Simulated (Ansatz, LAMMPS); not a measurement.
# Squeezing and shearing 69In2O3-31Ga2O3 (mol %) with crystalline order left by the classical run (80 atoms), part 2 of 3

How stiff is 69In2O3-31Ga2O3 (mol %) with crystalline order left by the classical run (80 atoms), and how do its levels respond to strain?

Ansatz 0.2.0; Kohn-Sham DFT, PBE, PAW (set soft_2), plane waves.

The cell: 22 In, 10 Ga and 48 O. The quench rate of 20 K/ps is many orders above laboratory rates. The network of bonds at the start is that of the classical potential that made the cell. The Brillouin zone is sampled at Γ only.

So far. Step 2 (Single point at the start): The r.m.s. force at the start is 0.50 eV/Å. Step 3 (Cell and atoms relaxed): The relaxation converged after 16 steps, with a largest force component of 0.0042 eV/Å.

## (4) Single point at the relaxed geometry

The electronic structure is read at the final geometry, in a run of its own.

File input.yaml:

```yaml
crystal:
  lattice:
    - [10.21365, -0.02041, 0.01585]
    - [-0.02041, 9.75488, -0.00225]
    - [0.01585, -0.00225, 10.54613]
  atoms:
    - { symbol: In, position: [0.77554, 0.65522, 0.02313] }
    - { symbol: In, position: [0.49644, 0.95401, 0.70884] }
    - { symbol: In, position: [0.78489, 0.46223, 0.26488] }
    - { symbol: In, position: [0.12147, 0.61504, 0.17678] }
    - { symbol: In, position: [0.76896, 0.11948, 0.22627] }
    - { symbol: In, position: [0.28162, 0.11441, 0.93701] }
    [... 68 atom lines left out ...]
    - { symbol: O, position: [0.63225, 0.78962, 0.10079] }
    - { symbol: O, position: [0.17045, 0.92431, 0.86444] }
    - { symbol: O, position: [0.17937, 0.61654, 0.90157] }
    - { symbol: O, position: [0.9487, 0.4398, 0.8751] }
    - { symbol: O, position: [0.90322, 0.63078, 0.687] }
    - { symbol: O, position: [0.85548, 0.29606, 0.15191] }
kpoints:
  mp_grid: { grid: [1, 1, 1] }
hamiltonian:
  xc: pbe
scf:
  occupations: { method: gaussian, width: 0.025 }
output:
  forces: true
  stress: true
  populations: intrinsic
  dos:
    method: { smearing: { sigma: 0.1 } }
    de: 0.1
    projected: { site_lists: { Ga: [Ga], In: [In], O: [O] } }
  eigenvalues: true
  write_density: true
  write_potential: true
  volumetric_format: npy
```

On the command line:

```console
$ ansatz run input.yaml --threads 4 --pin off --max-ram 8192MiB --backend cpu --events-out ev --progress --plain --runs-dir out
```

Numbers of over 12 decimals in the logs are rounded to 6 here.

Output:

```text
[...]
Crystal: 80 atoms, lattice volume = 1050.735 Å³
Basis set: ecut = 420 eV, 20561 PW (Γ), exchange–correlation on 144×144×144 points (8 copies of the dense FFT grid, shifted against one another)
Bands: 432, of which v1, the nominal top of the filled ones, is band 352 counted from 1 (351 counted from 0)
Symmetry: 1 space group operations
[...]
k-points: 1
[...]
SCF iter   1: F=—  HF=-188223.917840 eV  |F-HF|=—  |Δ(HF+E_count)|=         —  Δρ=2.41e-3  dr2=8.73e-2  ethr=1.77e-3  ⟨swp⟩=6.0  Hψ=1597  notcnv=0
[...]
SCF iter  10: F=-188223.911050 eV  HF=-188223.911050 eV  |F-HF|=1.18e-8  |Δ(HF+E_count)|=   2.93e-8  Δρ=1.18e-6  dr2=1.50e-8  ethr=1.42e-11  ⟨swp⟩=7.0  Hψ=2504  notcnv=0
SCF 1 converged in 10 iterations: F = -188223.911050 eV  dr2 = 1.50e-8
[...]
SCF converged after 10 iterations
Free energy (F): -188223.911050 eV
[...]
Internal energy: -188223.911050 eV  (E = F + TS)
E sigma→0 (E₀):  -188223.911050 eV
Fermi energy:    8.070621 eV
[...]
--- Forces (eV/Å), atoms counted from 1 ---
  atom   1  In    -0.00054256     0.00116267    -0.00020593
  atom   2  In    -0.00094485     0.00057437     0.00117451
  atom   3  In     0.00209811     0.00286209    -0.00160024
  atom   4  In     0.00190832     0.00119848    -0.00052789
  atom   5  In     0.00209387     0.00035731    -0.00081008
  atom   6  In    -0.00138005    -0.00021064    -0.00002538
  atom   7  In     0.00037252    -0.00035104    -0.00001370
  atom   8  In     0.00118999     0.00025272     0.00093163
  atom   9  In     0.00043586     0.00030991    -0.00020418
  atom  10  In     0.00001176    -0.00041898    -0.00402188
  atom  11  In     0.00219515     0.00013316     0.00043434
  atom  12  In    -0.00156325     0.00072643    -0.00031684
  atom  13  In    -0.00247040    -0.00291309    -0.00096874
  atom  14  In     0.00221704    -0.00003290     0.00208980
[...]
atom  79  O      0.00016979    -0.00062864     0.00127012
  atom  80  O     -0.00445739    -0.00054142    -0.00111664
  max |Σ_I F_I| component: 3.62e-5 eV/Å
--- Stress (GPa, compression-positive) ---
        0.001698      -0.000375       0.001445
       -0.000375       0.000755       0.000390
        0.001445       0.000390       0.008410
  P = ⅓ Tr σ = 0.0036 GPa (0.036 kbar)
--- Band table (eV) ---
[...]
--- intrinsic populations: 80 sites ---
  site symbol       q [e]
     0     In     11.8245
     1     In     11.8242
     2     In     11.8126
[...]
79      O      6.7865
  spilling = -0.000000 (of n_electrons = 704.000000)
```

Wall time 27 s (4 threads of Arm Neoverse V1, shared host); peak memory 1.6 GiB.

The run gave:

```
free energy                                      : -188223.9111 eV
free energy per atom                             : -2352.7989 eV/atom
SCF cycles                                       : 10
pressure                                         : 0.003621 GPa
r.m.s. force component                           : 0.00143 eV/Å
longest force                                    : 0.00483 eV/Å
Fermi energy                                     : 8.071 eV
gap (highest filled to lowest empty level) : 1.007 eV
```

Intrinsic-atomic-orbital charges by element and coordination:

| element | coordination | atoms | mean charge (e) | spread | least | most |
| --- | --- | --- | --- | --- | --- | --- |
| Ga | all | 10 | 0.997 | 0.0209 | 0.959 | 1.03 |
| Ga | 4 | 6 | 1.00 | 0.0199 | 0.981 | 1.03 |
| Ga | 5 | 1 | 1.00 | 0 | 1.00 | 1.00 |
| Ga | 6 | 3 | 0.979 | 0.0149 | 0.959 | 0.993 |
| In | all | 22 | 1.18 | 0.0151 | 1.16 | 1.23 |
| In | 4 | 3 | 1.21 | 0.0119 | 1.20 | 1.23 |
| In | 5 | 3 | 1.18 | 0.0076 | 1.18 | 1.19 |
| In | 6 | 16 | 1.18 | 0.0089 | 1.16 | 1.19 |
| O | all | 48 | -0.75 | 0.0281 | -0.797 | -0.683 |
| O | 3 | 23 | -0.755 | 0.0323 | -0.797 | -0.683 |
| O | 4 | 24 | -0.745 | 0.0226 | -0.781 | -0.711 |
| O | 5 | 1 | -0.766 | 0 | -0.766 | -0.766 |

States in the cell by windows of 1 eV, zero at the Fermi level; the larger projections on atomic orbitals stand beside the total:

| from (eV) | to (eV) | total | O p | O s | In d | Ga d |
| --- | --- | --- | --- | --- | --- | --- |
| -18 | -17 | 69.1 | 0.2 | 50.7 | 4.5 | 2.3 |
| -17 | -16 | 15.0 | 0.0 | 11.3 | 1.2 | 0.3 |
| -16 | -14 | 0.0 | 0.0 | 0.0 | 0.0 | 0.0 |
| -14 | -13 | 131.1 | 2.7 | 0.7 | 51.0 | 76.1 |
| -13 | -12 | 174.4 | 2.2 | 4.4 | 147.5 | 18.7 |
| -12 | -11 | 14.6 | 0.2 | 2.0 | 11.1 | 0.9 |
| -11 | -7 | 0.0 | 0.0 | 0.0 | 0.0 | 0.0 |
| -7 | -6 | 11.0 | 6.6 | 0.3 | 0.2 | 0.1 |
| -6 | -5 | 29.6 | 18.3 | 0.9 | 0.4 | 0.1 |
| -5 | -4 | 35.1 | 23.8 | 1.3 | 0.5 | 0.2 |
| -4 | -3 | 40.7 | 30.9 | 0.9 | 0.5 | 0.2 |
| -3 | -2 | 56.4 | 47.5 | 0.6 | 0.6 | 0.3 |
| -2 | -1 | 71.5 | 65.7 | 0.5 | 1.1 | 0.3 |
| -1 | 0 | 43.9 | 42.0 | 0.1 | 0.7 | 0.1 |
| 0 | 1 | 2.0 | 0.1 | 0.5 | 0.0 | 0.0 |
| 1 | 2 | 0.0 | 0.0 | 0.0 | 0.0 | 0.0 |
| 2 | 3 | 0.3 | 0.1 | 0.0 | 0.0 | 0.0 |
| 3 | 4 | 12.1 | 3.7 | 1.8 | 0.0 | 0.0 |
| 4 | 5 | 22.9 | 6.3 | 2.3 | 0.0 | 0.0 |

Between -19 and -18 eV lie 12 more states.

The levels nearest the highest filled one (over half full), pooled over k-points and spins:

| level less the highest filled one (eV) | occupation |
| --- | --- |
| -0.191 | 2 |
| -0.153 | 2 |
| -0.127 | 2 |
| -0.0965 | 2 |
| -0.047 | 2 |
| 0 | 2 |
| 1.01 | 0 |
| 3.56 | 0 |
| 3.71 | 0 |
| 3.77 | 0 |
| 3.93 | 0 |
| 4.12 | 0 |

Electrostatic potential energy in the ac plane at fractional y = 0.790, with atoms of In and Ga and O within 0.2 Å of it. With pseudopotentials it is smooth inside the atoms' cores, unlike the true potential.

Ten even steps from '_' (-33 eV) to '@' (14 eV), each cell a mean:
```
@@@@@@@@@@%%++========##@@@@@@@@@@@@@@@@@@@@@@@@@@**--++%%
@@@@@@@@@@%%++========##@@@@@@@@@@@@@@@@@@@@@@@@%%::____**
@@@@@@@@@@%%**======**%%@@@@@@@@@@@@@@@@@@%%%%%%%%==..::##
@@@@@@@@@@@@%%########====##@@@@@@@@@@@@%%**++++##%%%%%%@@
@@@@@@@@@@@@@@@@@@@@++____::@@@@@@@@@@%%++::____::**%%@@@@
@@@@@@@@@@@@@@@@@@@@##::..==@@@@@@@@@@%%==________++%%@@@@
@@@@@@@@@@@@@@@@@@@@@@%%%%%%@@@@@@@@@@%%++..____::**%%@@@@
@@@@@@%%%%@@@@@@@@@@@@@@@@@@@@@@%%++==####++====**%%@@@@@@
@@@@++....++@@@@@@@@@@@@@@@@@@@@==____::%%%%%%%%%%@@@@@@@@
@@@@--____--%%%%%%%%%%@@@@@@@@@@++..__--%%@@@@@@@@@@@@@@@@
@@@@##==--**##++====**%%@@@@@@@@@@##**%%%%@@@@@@@@@@@@@@@@
@@@@@@@@@@%%++..____::**%%@@@@@@%%##++++**##%%@@@@%%@@@@@@
@@@@@@@@@@##--______..++%%@@@@%%##--..__..==####--..==%%@@
@@@@@@@@@@%%++..____::**%%@@@@%%**::______::##++____..##@@
@@@@@@@@@@@@%%**==++##%%@@@@@@@@##--____..==##%%==::++%%@@
@@@@@@@@@@@@@@%%%%%%##----##@@@@%%##++==++##%%@@@@@@@@@@@@
@@@@@@@@@@@@@@@@@@@@==____--@@@@@@%%%%%%%%@@@@@@@@@@@@@@@@
@@@@@@@@@@@@@@@@@@@@**::::++@@@@@@@@@@@@@@@@@@@@@@@@@@@@@@
@@@@@@@@@@@@@@@@@@@@@@%%%%@@@@@@@@@@@@@@@@@@@@@@@@@@@@@@@@
@@@@@@@@%%%%@@@@@@@@@@@@@@@@@@@@@@@@%%@@@@@@@@@@@@@@@@@@@@
@@@@@@**....++@@@@@@@@@@@@@@@@@@%%--..--%%@@@@@@@@@@@@@@@@
@@@@@@==____==@@@@@@@@@@@@@@@@@@##..____**@@@@@@@@@@@@@@@@
@@@@@@%%++++##%%%%%%@@@@@@@@@@@@@@++--==%%@@%%%%@@@@@@@@@@
@@@@@@@@@@@@%%**++++##%%@@@@@@@@@@@@@@@@@@%%%%%%@@@@@@@@@@
```
Columns run along a (10.2 Å; values clipped at the 3rd and 97th percentile), rows up along c (10.5 Å). Atoms in or near the plane, at fractional coordinates: In at (0.66, 0.43), In at (0.29, 0.47), In at (0.78, 0.76), Ga at (0.29, 0.94), O at (0.41, 0.79), O at (0.13, 0.60), O at (0.16, 0.11), O at (0.91, 0.92), O at (0.62, 0.62), O at (0.87, 0.43), O at (0.41, 0.30), O at (0.63, 0.10).

Valence density in the ac plane at fractional y = 0.790, with atoms of In and Ga and O within 0.2 Å of it. It is the smooth field of the valence electrons, not physical close to the nuclei.

Values in e/Å³, 13 rows by 16 columns, each cell a mean:
```
 0  0  0  1 14  6  0  0  0  0  0  0  0  1  4  2
 0  0  0  0  2  1  1  0  0  0  0  0  0  1  3  1
 0  0  0  0  0  1  5  3  0  0  0  1  5  2  0  0
 0  0  0  0  0  0  1  1  0  0  0  1  6  3  0  0
 0  2  3  1  0  0  0  0  0  3  4  1  0  0  0  0
 0  2  4  1  1  0  0  0  0  2  2  0  0  0  0  0
 0  0  0  1  7  5  0  0  0  1  3  1  0  2  2  0
 0  0  0  0  3  2  0  0  0  1  7  4  1  4  4  0
 0  0  0  0  0  1  3  2  0  0  1  1  0  0  0  0
 0  0  0  0  0  1  3  1  0  0  0  0  0  0  0  0
 0  0  1  1  0  0  0  0  0  0  1  0  0  0  0  0
 0  1  4  3  0  0  0  0  0  3  5  1  0  0  0  0
 0  0  1  1  0  0  0  0  0  1  1  0  0  0  0  0
```
Columns run along a (10.2 Å), rows up along c (10.5 Å). Atoms in or near the plane, at fractional coordinates: In at (0.66, 0.43), In at (0.29, 0.47), In at (0.78, 0.76), Ga at (0.29, 0.94), O at (0.41, 0.79), O at (0.13, 0.60), O at (0.16, 0.11), O at (0.91, 0.92), O at (0.62, 0.62), O at (0.87, 0.43), O at (0.41, 0.30), O at (0.63, 0.10).

Filled and empty levels are parted by 1.01 eV (at Γ alone); a semilocal functional tends to put such gaps too low. In a disordered cell it changes from sample to sample, and tail or defect levels can set it. Mean intrinsic-atomic-orbital charges: Ga +1.00, In +1.18, O -0.75 e.

## (5) Volume -3 %

The relaxed cell is scaled evenly and the atoms are relaxed again; the stress at the end gives one point of P(V).

input.yaml, the sections that differ from step 4:

```yaml
crystal:
  lattice:
    - [10.11047, -0.0202, 0.01569]
    - [-0.0202, 9.65634, -0.00223]
    - [0.01569, -0.00223, 10.4396]
  atoms:
    [... the 80 atom lines of step 4 ...]
output:
  forces: true
  eigenvalues: true
  stress: true
relax:
  f_tol: 0.05
  max_steps: 70
# kpoints, hamiltonian, scf: as in step 4
```

Output:

```text
Warning: output.stress: scf.convergence.dr2_threshold = 1e-7 eV (the SCF's general default) is looser than the 8e-9 eV advised for a printed stress (1e-10 eV for each atom of the cell: 80). What an SCF threshold leaves in a stress goes as its square root, and in the free energy as the threshold itself, and one threshold admits the most on a small cell: [...]
[...]
Crystal: 80 atoms, lattice volume = 1019.213 Å³
Basis set: ecut = 420 eV, 19933 PW (Γ), exchange–correlation on 144×144×144 points (8 copies of the dense FFT grid, shifted against one another)
Bands: 432, of which v1, the nominal top of the filled ones, is band 352 counted from 1 (351 counted from 0)
Symmetry: 1 space group operations
[...]
k-points: 1
[...]
SCF iter   1: F=—  HF=-188223.441234 eV  |F-HF|=—  |Δ(HF+E_count)|=         —  Δρ=2.38e-3  dr2=8.04e-2  ethr=1.77e-3  ⟨swp⟩=6.0  Hψ=1603  notcnv=0
[...]
SCF iter   5: F=—  HF=-188223.432788 eV  |F-HF|=—  |Δ(HF+E_count)|=   2.30e-5  Δρ=1.02e-4  dr2=1.02e-4  ethr=5.19e-8  ⟨swp⟩=2.0  Hψ=677  notcnv=0  defer=73
SCF iter   6: F=-188223.432807 eV  HF=-188223.432808 eV  |F-HF|=5.45e-7  |Δ(HF+E_count)|=   1.96e-5  Δρ=3.42e-5  dr2=1.20e-5  ethr=8.88e-9  ⟨swp⟩=9.0  Hψ=2063  notcnv=0
SCF 1 converged in 6 iterations: F = -188223.432807 eV  dr2 = 1.20e-5
[...]
relax step   1: F+E_penalty+E_count = -188223.43280722 eV  Δ(F+E_penalty+E_count) = +0.000e0 eV  max|allowed force component| = 2.509e-1 eV/Å  Δτ_max = 0.0000 Å  (6 SCF iters, dr2 threshold 6.25e-5 eV, accepted)
[...]
relax step   2: F+E_penalty+E_count = -188223.49885023 eV  Δ(F+E_penalty+E_count) = -6.604e-2 eV  max|allowed force component| = 2.231e-1 eV/Å  Δτ_max = 0.0431 Å  (7 SCF iters, dr2 threshold 3.93e-6 eV, accepted)
[...]
relax step   3: F+E_penalty+E_count = -188223.52497660 eV  Δ(F+E_penalty+E_count) = -2.613e-2 eV  max|allowed force component| = 1.880e-1 eV/Å  Δτ_max = 0.0345 Å  (7 SCF iters, dr2 threshold 3.11e-6 eV, accepted)
relax step   4: F+E_penalty+E_count = -188223.54753887 eV  Δ(F+E_penalty+E_count) = -2.256e-2 eV  max|allowed force component| = 1.988e-1 eV/Å  Δτ_max = 0.2000 Å  (7 SCF iters, dr2 threshold 2.51e-5 eV, accepted)
relax step   5: F+E_penalty+E_count = -188223.40600608 eV  Δ(F+E_penalty+E_count) = +1.415e-1 eV  max|allowed force component| = 1.569e0 eV/Å  Δτ_max = 0.1941 Å  (7 SCF iters, dr2 threshold 2.80e-5 eV, rejected (line search))
relax step   6: F+E_penalty+E_count = -188223.56937725 eV  Δ(F+E_penalty+E_count) = -2.184e-2 eV  max|allowed force component| = 6.596e-2 eV/Å  Δτ_max = 0.0971 Å  (10 SCF iters, accepted)
[...]
relax step   7: F+E_penalty+E_count = -188223.57487598 eV  Δ(F+E_penalty+E_count) = -5.499e-3 eV  max|allowed force component| = 1.845e-2 eV/Å  Δτ_max = 0.0593 Å  (9 SCF iters, accepted)
SCF converged after 9 iterations
Free energy (F): -188223.574876 eV
[...]
Internal energy: -188223.574876 eV  (E = F + TS)
E sigma→0 (E₀):  -188223.574876 eV
Fermi energy:    8.573135 eV
[...]
Σ components = -188223.574876   (vs F -188223.574876, Δ=0.00e0)
--- Forces (eV/Å), atoms counted from 1 ---
  atom   1  In     0.00801915    -0.00065097    -0.00502141
  atom   2  In     0.00013801     0.00892831    -0.00152160
  atom   3  In    -0.00313129    -0.00032609     0.01428668
  atom   4  In    -0.00212361    -0.00437233     0.00930427
[...]
atom  80  O      0.00064973    -0.00542770    -0.00027712
  max |Σ_I F_I| component: 4.90e-5 eV/Å
--- Stress (GPa, compression-positive) ---
        3.626907       0.124111       0.060530
        0.124111       4.031859      -0.246469
        0.060530      -0.246469       3.335933
  P = ⅓ Tr σ = 3.6649 GPa (36.649 kbar)
--- Band table (eV) ---
[...]
--- Relaxed structure (7 steps of the walk, 6 accepted, 0 SCFs on fresh bases) ---
  F+E_penalty+E_count = -188223.57487598 eV   max|allowed force component| = 1.845e-2 eV/Å
  atoms:
    - { symbol: In, position: [0.778026, 0.650622, 0.018450] }
    - { symbol: In, position: [0.495962, 0.954089, 0.710564] }
    - { symbol: In, position: [0.787005, 0.464667, 0.264243] }
    - { symbol: In, position: [0.126594, 0.615094, 0.174696] }
[...]
- { symbol: O, position: [0.851282, 0.297361, 0.148609] }
```

It took 2.1 min on 4 threads; peak memory 1.6 GiB; 7.9 min of CPU time.

The program notes that the SCF threshold is loose for the stress.

The relaxation converged after 7 steps, 0.142 eV below its start, with a largest force component of 0.018 eV/Å.

Volume -3 %: the energy stands 0.336 eV above that of the reference, at a pressure of 3.66 GPa.

## (6) Volume +3 %

The relaxed cell is scaled to another volume.

input.yaml, the sections that differ from step 5:

```yaml
crystal:
  lattice:
    - [10.31478, -0.02061, 0.01601]
    - [-0.02061, 9.85147, -0.00227]
    - [0.01601, -0.00227, 10.65055]
  atoms:
    [... the 80 atom lines of step 4 ...]
# kpoints, hamiltonian, scf, output, relax: as in step 5
```

Output:

```text
[...]
Crystal: 80 atoms, lattice volume = 1082.256 Å³
Basis set: ecut = 420 eV, 21147 PW (Γ), exchange–correlation on 144×144×144 points (8 copies of the dense FFT grid, shifted against one another)
Bands: 432, of which v1, the nominal top of the filled ones, is band 352 counted from 1 (351 counted from 0)
Symmetry: 1 space group operations
[...]
k-points: 1
[...]
SCF iter   1: F=—  HF=-188223.489499 eV  |F-HF|=—  |Δ(HF+E_count)|=         —  Δρ=2.46e-3  dr2=9.47e-2  ethr=1.77e-3  ⟨swp⟩=6.0  Hψ=1594  notcnv=0
[...]
SCF iter   5: F=—  HF=-188223.483403 eV  |F-HF|=—  |Δ(HF+E_count)|=   1.27e-5  Δρ=1.15e-4  dr2=1.47e-4  ethr=7.50e-8  ⟨swp⟩=2.0  Hψ=685  notcnv=0  defer=73
SCF iter   6: F=-188223.483432 eV  HF=-188223.483432 eV  |F-HF|=4.75e-7  |Δ(HF+E_count)|=   2.90e-5  Δρ=4.10e-5  dr2=1.90e-5  ethr=8.88e-9  ⟨swp⟩=9.0  Hψ=2221  notcnv=0
SCF 1 converged in 6 iterations: F = -188223.483432 eV  dr2 = 1.90e-5
[...]
relax step   1: F+E_penalty+E_count = -188223.48343227 eV  Δ(F+E_penalty+E_count) = +0.000e0 eV  max|allowed force component| = 2.256e-1 eV/Å  Δτ_max = 0.0000 Å  (6 SCF iters, dr2 threshold 6.25e-5 eV, accepted)
[...]
relax step   2: F+E_penalty+E_count = -188223.54069418 eV  Δ(F+E_penalty+E_count) = -5.726e-2 eV  max|allowed force component| = 2.088e-1 eV/Å  Δτ_max = 0.0431 Å  (8 SCF iters, dr2 threshold 3.18e-6 eV, accepted)
[...]
relax step   3: F+E_penalty+E_count = -188223.56418731 eV  Δ(F+E_penalty+E_count) = -2.349e-2 eV  max|allowed force component| = 1.566e-1 eV/Å  Δτ_max = 0.0318 Å  (7 SCF iters, dr2 threshold 2.73e-6 eV, accepted)
relax step   4: F+E_penalty+E_count = -188223.57348291 eV  Δ(F+E_penalty+E_count) = -9.296e-3 eV  max|allowed force component| = 1.956e-1 eV/Å  Δτ_max = 0.0944 Å  (7 SCF iters, dr2 threshold 1.38e-5 eV, accepted)
relax step   5: F+E_penalty+E_count = -188223.58775064 eV  Δ(F+E_penalty+E_count) = -1.427e-2 eV  max|allowed force component| = 5.893e-2 eV/Å  Δτ_max = 0.0331 Å  (6 SCF iters, dr2 threshold 2.15e-5 eV, accepted)
[...]
relax step   6: F+E_penalty+E_count = -188223.59077853 eV  Δ(F+E_penalty+E_count) = -3.028e-3 eV  max|allowed force component| = 2.230e-2 eV/Å  Δτ_max = 0.0272 Å  (9 SCF iters, accepted)
SCF converged after 9 iterations
Free energy (F): -188223.590779 eV
[...]
Internal energy: -188223.590779 eV  (E = F + TS)
E sigma→0 (E₀):  -188223.590779 eV
Fermi energy:    7.603106 eV
[...]
Σ components = -188223.590779   (vs F -188223.590779, Δ=0.00e0)
--- Forces (eV/Å), atoms counted from 1 ---
  atom   1  In     0.00012187    -0.00161417    -0.00047575
  atom   2  In    -0.00103201     0.00082422    -0.00051334
  atom   3  In    -0.00391816    -0.00279746     0.00133425
  atom   4  In     0.00126004    -0.00155737    -0.00938688
[...]
atom  80  O      0.00697725    -0.00017688    -0.00187419
  max |Σ_I F_I| component: 2.50e-5 eV/Å
--- Stress (GPa, compression-positive) ---
       -2.973682      -0.000782      -0.053693
       -0.000782      -3.534583       0.124561
       -0.053693       0.124561      -2.885195
  P = ⅓ Tr σ = -3.1312 GPa (-31.312 kbar)
--- Band table (eV) ---
[...]
--- Relaxed structure (6 steps of the walk, 6 accepted, 0 SCFs on fresh bases) ---
  F+E_penalty+E_count = -188223.59077853 eV   max|allowed force component| = 2.230e-2 eV/Å
  atoms:
    - { symbol: In, position: [0.771990, 0.657018, 0.026513] }
    - { symbol: In, position: [0.497606, 0.953612, 0.706877] }
    - { symbol: In, position: [0.783908, 0.459755, 0.265304] }
    - { symbol: In, position: [0.116364, 0.614327, 0.179949] }
[...]
- { symbol: O, position: [0.858832, 0.294327, 0.154348] }
```

Run time: 1.8 min. Hardware: 4 threads; peak memory 1.6 GiB.

The relaxation converged after 6 steps, 0.107 eV below its start, with a largest force component of 0.022 eV/Å.

Volume +3 %: the energy stands 0.320 eV above that of the reference, at a pressure of -3.13 GPa.

## (7) Volume -6 %

The relaxed cell is scaled to another volume.

Input and log are left out; they have the form of those shown for this kind of step.

Run time: 1.8 min. Hardware: 4 threads of Arm Neoverse V1, shared host; peak memory 1.5 GiB.

The relaxation converged after 7 steps, 0.523 eV below its start, with a largest force component of 0.031 eV/Å.

Volume -6 %: the energy stands 1.51 eV above that of the reference, at a pressure of 8.21 GPa.

## (8) Volume +6 %

The relaxed cell is scaled to another volume.

Input and log are left out; they have the form of those shown for this kind of step.

Elapsed: 1.9 min, on 4 threads of Arm Neoverse V1, shared host; peak memory 1.7 GiB; 7.3 min of CPU time.

The relaxation converged after 6 steps, 0.409 eV below its start, with a largest force component of 0.033 eV/Å.

Volume +6 %: the energy stands 1.20 eV above that of the reference, at a pressure of -5.65 GPa.

(Continued in part 3 of 3.)

[Logs are printed without paths, hosts, clocks, repeated set-up lines and the standing remarks that a program may print on its own settings, such as how far it seeks lower states.]

[Hosts, paths, dates, database ids (printed as entryN), source tags and the programs' standing remarks are cut or masked in the printed files.]
